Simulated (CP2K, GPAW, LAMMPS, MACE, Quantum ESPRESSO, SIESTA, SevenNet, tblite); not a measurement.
# Which run comes nearest? Glassy B2O3 (90 atoms)

Density of this cell: 2.01 g/cm³. The cell holds 90 atoms: 36 B and 54 O. Its edges and angles: a = 10.120 Å, b = 10.120 Å, c = 10.120 Å, α = 90.0°, β = 90.0°, γ = 90.0°. 90 atoms (36 B, 54 O) placed at random at 1.93 g/cm³, melted at 3000 K for 20 ps at fixed volume with the Buckingham and Coulomb pair potential of Guillot and Sator (Geochim. Cosmochim. Acta 71, 1249 (2007)) with the boron terms of Wang et al. (J. Non-Cryst. Solids 498, 294 (2018)). Quenched from 3000 K to 300 K at 50 K/ps and fixed volume, held 10 ps at zero pressure, then minimised at fixed cell.

Geometry: as built.

The reference, a calculation:

* method: Kohn-Sham DFT, PBE, SSSP efficiency 1.3.0 pseudopotentials, plane waves (Quantum ESPRESSO 7.5); sssp-pbe-1.3.0-efficiency, cutoffs 60/480 Ry, Γ point
* r.m.s. force component: 0.7075 eV/Å
* longest force: 3.16 eV/Å
* pressure: -10.14 GPa
* gap (highest filled to lowest empty level): 4.663 eV
* time: 72 s on 4 MPI ranks of Arm Neoverse V2, shared host
* CPU time: 4.8 min

Runs, in no order:
A. GPAW PBE, LCAO sz(dzp), h 0.18 Å: Kohn-Sham DFT, PBE, PAW, atomic orbitals (sz(dzp))
B. SIESTA PBE, DZP, shift 0.01 Ry, mesh 500 Ry: Kohn-Sham DFT, PBE, PseudoDojo 0.4.1 norm-conserving pseudopotentials (converted to PSML), numerical atomic orbitals (DZP), diagonalisation
C. MACE MP-0b2 small potential: machine-learned interatomic potential MACE MP-0b2 small, trained on PBE(+U) plane-wave data
D. tblite GFN2-xTB: GFN2-xTB tight binding, diagonalisation
E. SIESTA PBE, DZ, shift 0.01 Ry, mesh 500 Ry: Kohn-Sham DFT, PBE, PseudoDojo 0.4.1 norm-conserving pseudopotentials (converted to PSML), numerical atomic orbitals (DZ), diagonalisation

Q: Order them from the smallest to the largest r.m.s. force difference.

B, C, E, D, A.

```csv
run,"Δ force, r.m.s. (meV/Å)",share of r.m.s. force (%),CPU time
"B. SIESTA PBE, DZP, shift 0.01 Ry, mesh 500 Ry",73.9,10.4,4.2 min
C. MACE MP-0b2 small potential,133,18.8,4.8 s
"E. SIESTA PBE, DZ, shift 0.01 Ry, mesh 500 Ry",198,28.0,1.7 min
D. tblite GFN2-xTB,296,41.9,5.8 s
"A. GPAW PBE, LCAO sz(dzp), h 0.18 Å",636,89.9,30 s
```

Periodic xTB results under one method name differ between programs and library versions. Machine-learned potentials mimic data converged in k, so the reference's own k-point error enters their differences. The network of bonds at the start is that of the classical potential that made the cell, and needn't be the one that DFT or experiment would give. The electronic-structure runs sample only Γ, in a cell whose shortest periodic width is 10 Å.

[Logs are printed without paths, hosts, clocks, repeated set-up lines and the standing remarks that a program may print on its own settings, such as how far it seeks lower states.]

[Hosts, paths, dates, database ids (printed as entryN), source tags and the programs' standing remarks are cut or masked in the printed files.]
